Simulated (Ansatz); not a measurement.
# Lattice dynamics of ScAlSe3 (model cell, started as cubic perovskite with Al in the octahedra), part 2 of 2

Aim: the phonons of ScAlSe3 (model cell, started as cubic perovskite with Al in the octahedra) at a cell relaxed beforehand at this level. After the zone centre comes a 2×2×2 q mesh on a 8×8×8 k mesh.

Ansatz 0.2.0; DFT PBE, scalar-relativistic, plane waves, PAW; PAW set soft_1.

So far. Step 2 (Modes at Γ): Before it was imposed, the acoustic sum rule was missed by 1.9e-5 eV/Å². Small misses are needed for a sound result but don't prove that mesh and cutoff are converged. The lowest optical mode is imaginary, 187.0i cm⁻¹, so the energy falls along it.

The structure was built from a prototype and need not be the compound's stable phase.

## 3. Response at finite wavevector

Stability and thermal properties need the whole zone. Linear response on a 2×2×2 q mesh gives force constants as far as a supercell of that size would.

input.yaml reads:

```yaml
crystal:
  lattice:
    - [4.8618479548, 0.0, 0.0]
    - [0.0, 4.8618479548, 0.0]
    - [0.0, 0.0, 4.8618479548]
  atoms:
    - { symbol: Sc, position: [0.0, 0.0, 0.0] }
    - { symbol: Al, position: [0.5, 0.5, 0.5] }
    - { symbol: Se, position: [0.5, 0.5, 0.0] }
    - { symbol: Se, position: [0.5, 0.0, 0.5] }
    - { symbol: Se, position: [0.0, 0.5, 0.5] }
kpoints:
  mp_grid: { grid: [8, 8, 8] }
hamiltonian:
  xc: pbe
  pseudopotentials: { kind: paw, azcp: { folder: soft_1 } }
scf:
  occupations: { method: methfessel_paxton, width: 0.2 }
output:
  eigenvalues: true
phonons:
  method: dfpt
  qmesh: [2, 2, 2]
  temperatures: { t_max: 1000, t_step: 50 }
  qpath:
    path:
      - [[0.0, 0.0, 0.0], [0.0, 0.5, 0.0], [0.5, 0.5, 0.0], [0.0, 0.0, 0.0], [0.5, 0.5, 0.5], [0.0, 0.5, 0.0]]
      - [[0.5, 0.5, 0.5], [0.5, 0.5, 0.0]]
    npoints: 10
```

Launch:

```console
> ansatz run input.yaml --threads 4 --pin off --max-ram 16384MiB --backend cpu --events-out ev --progress --plain --runs-dir out
```

Numbers of over 12 decimals in the logs are rounded to 6 here.

Output:

```text
[...]
Crystal: 5 atoms, lattice volume = 114.922 Å³
Basis set: ecut = 420 eV, 2301 PW (Γ), exchange–correlation on 72×72×72 points (8 copies of the dense FFT grid, shifted against one another)
Bands: 38, of which v1, the nominal top of the filled ones, is band 31 counted from 1 (30 counted from 0)
Symmetry: 48 space group operations
k-points: 35 of 512
[...]
SCF iter   1: F=—  HF=-19084.208997 eV  |F-HF|=—  |Δ(HF+E_count)|=         —  Δρ=1.04e-1  dr2=2.56e1  ethr=3.10e-3  ⟨swp⟩=5.8  Hψ=4987  notcnv=0
[...]
SCF iter  14: F=-19082.917499 eV  HF=-19082.917499 eV  |F-HF|=0.00e0  |Δ(HF+E_count)|=    0.00e0  S|Δr|=    0.00e0  Δρ=2.90e-8  dr2=1.85e-12  ethr=1.00e-12  ⟨swp⟩=5.5  Hψ=5243  notcnv=0
SCF 1 converged in 14 iterations: F = -19082.917499 eV  dr2 = 1.85e-12
[...]
iter 1 solved again at ethr=8.25e-8 eV; its pass at ethr=3.10e-3 eV (dr2=5.12e-5 eV) is discarded
SCF iter   1: F=—  HF=-19082.917499 eV  |F-HF|=—  |Δ(HF+E_count)|=         —  Δρ=2.59e-7  dr2=1.13e-10  ethr=8.25e-8  ⟨swp⟩=3.0  Hψ=8158  notcnv=0
eigensolver tolerance schedule: the retry pair's looser diagonalisation over-reported the residual by 453720.26 of it (diagonalisation noise at an unbounded share of the residual, at the tolerance the schedule requests for it); recorded, not acted on — ethr = c·dr2/N_el stays at c = 1.0e-1
[...]
SCF iter   2: F=—  HF=-19082.917499 eV  |F-HF|=—  |Δ(HF+E_count)|=   1.08e-7  S|Δr|=    0.00e0  Δρ=1.63e-7  dr2=2.52e-11  ethr=1.00e-12  ⟨swp⟩=3.7  Hψ=3397  notcnv=0
[...]
SCF iter   4: F=-19082.917499 eV  HF=-19082.917499 eV  |F-HF|=3.64e-12  |Δ(HF+E_count)|=  2.18e-11  S|Δr|=    0.00e0  Δρ=4.09e-8  dr2=2.14e-12  ethr=1.00e-12  ⟨swp⟩=3.0  Hψ=3403  notcnv=0
SCF 2 converged in 4 iterations: F = -19082.917499 eV  dr2 = 2.14e-12
[...]
phonons: the bands overlap, so this run is a metal and interpolates without the dipole-dipole term. If the crystal is really an insulator or semiconductor, its LO-TO splitting is missing
NSCF: frozen V_eff on 35 k-points
[...]
DFPT response loops at q = (0, 0, 0) (fractional): preconditioner auto → Kerker (q_TF=auto, 2.462 Å⁻¹) (partly filled bands, converged f_vac=0.000); β = 1.00, the filter's whole step (`scf.mixing.beta` (0.50) is not read by the response loops under this deck's `scf.mixing.preconditioner`; to damp them name `kerker` or `kerker_dos`, under which they read `scf.mixing.beta`, and type it under 1.00, their step now; both keys bind the ground state too); Broyden in place of MSR1
[...]
SCF converged after 14 iterations
[...]
Free energy (F): -19082.917499 eV
[...]
Internal energy: -19082.923068 eV  (E = F + TS)
E sigma→0 (E₀):  -19082.918891 eV
Entropy (-TS):   0.005570 eV (1.114 meV/atom)
Fermi energy:    8.373645 eV
[...]
--- Band table (eV; the first three rows and the last of 35) ---
  k-point 0: bands = [... 27 lower, 7.1569, 7.1569, 7.6031, 7.6031, 7.6031, 8.5239, 8.5239, 8.6647, ... 3 higher]
  k-point 1: bands = [... 27 lower, 6.9466, 6.9671, 7.4922, 7.4949, 7.4949, 8.5862, 8.6778, 8.8199, ... 3 higher]
  k-point 2: bands = [... 27 lower, 6.4948, 6.4948, 7.3064, 7.3064, 8.2623, 8.7102, 8.7439, 9.2757, ... 3 higher]
  k-point 34: bands = [... 27 lower, 7.0896, 8.8015, 8.8476, 8.8476, 8.8476, 8.9055, 8.9055, 8.9055, ... 3 higher]
--- Phonons (Γ-DFPT): 4 representative perturbations + reference (Σ response iterations 12) ---
  ASR residual: 2.177e-5 → 0.000e0 eV/Å²; symmetrization residual: 4.348e-6 eV/Å²
  ASR residual per site (eV/Å²): 5.68e-6 1.94e-5 2.18e-5 2.18e-5 2.18e-5
[...]
--- Phonons (arbitrary-q DFPT): 4 irreducible q on the 2×2×2 mesh ---
  q = [0.0000, 0.0000, 0.0000] (star 1, of the zone-centre solve; hermiticity 6.64e-7, symmetrization 2.57e-12): -187.02 -187.02 -187.02 -119.57 -119.57 -119.57 0.00 0.00 0.00 58.78 58.78 58.78 335.25 335.25 335.25
  q = [0.0000, 0.0000, -0.5000] (star 3, 9 solved perturbations in 975 linear systems a pass and spin channel, the states on 125 of 512 k-point pairs; hermiticity 3.40e-7, symmetrization 3.71e-12): -169.07 -169.07 -112.68 -90.14 -90.14 -38.90 -28.93 11.16 11.16 82.14 82.14 217.60 311.66 333.96 333.96
[...]
sum rule: each row above includes the acoustic sum rule's correction from the zone centre's row sums; it moved no ω² by more than (0.44 cm⁻¹)²
  mesh force constants: q→R imaginary residual 8.00e-18; ASR residual 2.177e-5 → 0.000e0 eV/Å²; symmetrization residual 8.882e-15 eV/Å²
  interpolated dispersion: 62 rows × 15 modes
  density of states and harmonic sums: on the 14×14×14 q-mesh, interpolated from the force constants of a 2×2×2 supercell (no non-analytic term)
  largest difference from the sums on the solved wave vectors: F 2.37e-2 eV, S 7.19e-5 and C_V 4.80e-5 eV/K
  zero-point energy: 0.100734 eV/cell   skipped modes (ω ≤ 0): 744, of them read as no rigid motion or as one in doubt: 741 (6.191e0 modes/cell left out, lowest -187.02 cm⁻¹)   left out of the sums: 4.13e-1 of the cell's modes: C_V's classical limit lies that fraction below 3 k_B per atom; for a crystal, a wire or a layer, F and S can be off by more, and a phonons.interpolated_qmesh denser along its periods is the remedy for the sampling
```

Run time: 5 min. Hardware: 4 threads of Arm Neoverse V2, shared host; peak memory 1.7 GiB.

Numbers from this step:

| Item | Value |
| --- | --- |
| sum-rule residual before enforcement | 2.18e-5 eV/Å² |
| lowest frequency on the path | -187.0 cm⁻¹ |
| highest frequency on the path or at a solved wavevector | 337 cm⁻¹ |
| lowest mode on the q mesh (acoustic modes at Γ apart) | -187.0 cm⁻¹ |

Frequencies (cm⁻¹) solved at each irreducible wavevector; negative means imaginary. Frequencies by wavevector, by row:

```
q in reciprocal lattice units  star  mode 1  mode 2  mode 3  mode 4  mode 13  mode 14  mode 15
                        0 0 0     1    -187    -187    -187  -119.6    335.2    335.2    335.2
                     0 0 -0.5     3  -169.1  -169.1  -112.7   -90.1    311.7      334      334
                  0 -0.5 -0.5     3  -175.1  -175.1  -153.3   -88.4    323.5    323.5    332.4
               -0.5 -0.5 -0.5     1  -183.2  -183.2  -183.2  -175.2      337      337      337
```

Interpolated from a 2×2×2 q mesh. Phonon branches along the path, in cm⁻¹:

```
    point  branch 1  branch 2  branch 3  branch 4  branch 12  branch 13  branch 14  branch 15
        Γ      -187      -187      -187      -120         59        335        335        335
  halfway      -178      -178      -144      -116        152        327        335        335
        X      -169      -169      -113       -90        218        312        334        334
  halfway      -172      -145      -144      -137        223        318        330        333
        M      -175      -175      -153       -88        248        324        324        332
  halfway      -170      -161      -146      -131        172        326        332        334
        Γ      -187      -187      -187      -120         59        335        335        335
  halfway      -168      -168      -139      -132        190        327        327        336
        R      -183      -183      -183      -175        268        337        337        337
  halfway      -164      -164      -156      -149        230        324        329        336
        X      -169      -169      -113       -90        218        312        334        334
jump to R      -183      -183      -183      -175        268        337        337        337
  halfway      -178      -178      -165      -148        251        330        330        335
        M      -175      -175      -153       -88        248        324        324        332
```

The phonon density of states has structure finer than the step of the table below, so its rows give means over 20 cm⁻¹, whole bins alone (the curve runs from -188 to 338 cm⁻¹). Peaks (cm⁻¹: height): -172.5: 0.149, 92.5: 0.0671, 332.5: 0.251.

Tetrahedra on a 14×14×14 mesh, mean over bins of 5 cm-1. Interpolated from a 2×2×2 q mesh. The phonon density of states by wavenumber; means over each step:

```
wavenumber (cm⁻¹)  phonon density of states (1/cm⁻¹/cell)
             -160                                  0.0789
             -140                                  0.0598
             -120                                  0.0456
             -100                                  0.0415
              -80                                  0.0133
              -60                                 0.00743
              -40                                 0.00271
              -20                                 0.00407
                0                                  0.0107
               20                                  0.0159
               40                                  0.0217
               60                                  0.0439
               80                                  0.0548
              100                                  0.0343
              120                                  0.0179
              140                                  0.0176
              160                                  0.0213
              180                                  0.0206
              200                                 0.00861
              220                                  0.0158
              240                                  0.0107
              260                                 0.00228
              280                                  1.3e-5
              300                                  3.6e-4
              320                                  0.0743
```

The partial phonon density of states has structure finer than the step of the table below, so its rows give means over 25 cm⁻¹, whole bins alone (the curve runs from -197 to 357 cm⁻¹). Peaks (cm⁻¹: height): Al 332.7: 0.133; Sc -169.1: 0.0750, 67.8: 0.0118; Se -169.1: 0.0464, -102.9: 0.0474, 22.5: 0.0191, 88.7: 0.044, 134.0: 0.0188, 175.9: 0.0285, 332.7: 0.0544.

Phonopy on the run's constants, 11x11x11 mesh, Gaussian sigma 4.0 cm-1. Interpolated from a 2×2×2 q mesh. Partial phonon density of states against wavenumber; means over each step; values in 1/cm⁻¹/cell:

```
wavenumber (cm⁻¹)       Al       Sc       Se
             -175   2.3e-4   0.0447   0.0264
             -150   1.1e-4   0.0259   0.0370
             -125   5.9e-5   0.0100   0.0383
             -100   2.7e-5  0.00449   0.0339
              -75   8.9e-6  0.00352  0.00862
              -50   7.1e-6  0.00163  0.00300
              -25   1.2e-5  0.00140  0.00609
                0   3.4e-5   8.7e-4  0.00367
               25   1.8e-4  0.00361   0.0144
               50   5.5e-4  0.00774   0.0249
               75  0.00374   0.0104   0.0379
              100  0.00724  0.00408   0.0248
              125  0.00575   4.4e-4   0.0127
              150  0.00350   2.7e-4   0.0127
              175  0.00272   1.4e-4   0.0204
              200  0.00158   2.4e-5  0.00765
              225  0.00169   1.9e-5   0.0130
              250   6.2e-4   4.1e-6  0.00600
              275   1.4e-5        0   3.0e-4
              300  0.00145   2.5e-6   6.4e-5
              325   0.0802   1.9e-4   0.0231
```

Symmetry leaves 4 wavevectors to solve. The lowest mode among them, the acoustic zeros apart, lies at Γ and is imaginary, 187.0i cm⁻¹, so the energy falls along it.

## 4. What came out

```
space group (within 0.01 Å)                             : Pm-3m
volume per atom                                         : 23.0 Å³
electronic character                                    : no gap on this mesh
highest optical mode at the zone centre (no LO-TO term) : 335 cm⁻¹
lowest optical zone-centre mode                         : -187 cm⁻¹
lowest mode on the q mesh (acoustic modes at Γ apart)   : -187 cm⁻¹
highest frequency on the path or at a solved wavevector : 337 cm⁻¹
imaginary modes on the 2×2×2 q mesh                     : yes
```

**Reading.** Modes are clearly imaginary (beyond 10i cm⁻¹) at 4 of the 4 irreducible wavevectors, most at Γ (187.0i cm⁻¹), so this structure is not a minimum of the energy. The optical modes at Γ span -187 to 335 cm⁻¹ (negative means imaginary). With no gap, or one that is small against the smearing, the frequencies hang on the k mesh and the smearing, most of all near Kohn anomalies. The starting cell was built on a prototype and not taken from a measurement, so the phase need not exist. These are harmonic frequencies at zero temperature: anharmonic shifts, linewidths and thermal expansion are left out.

[Logs are printed without paths, hosts, clocks, repeated set-up lines and the standing remarks that a program may print on its own settings, such as how far it seeks lower states.]

[Hosts, paths, dates, database ids (printed as entryN), source tags and the programs' standing remarks are cut or masked in the printed files.]
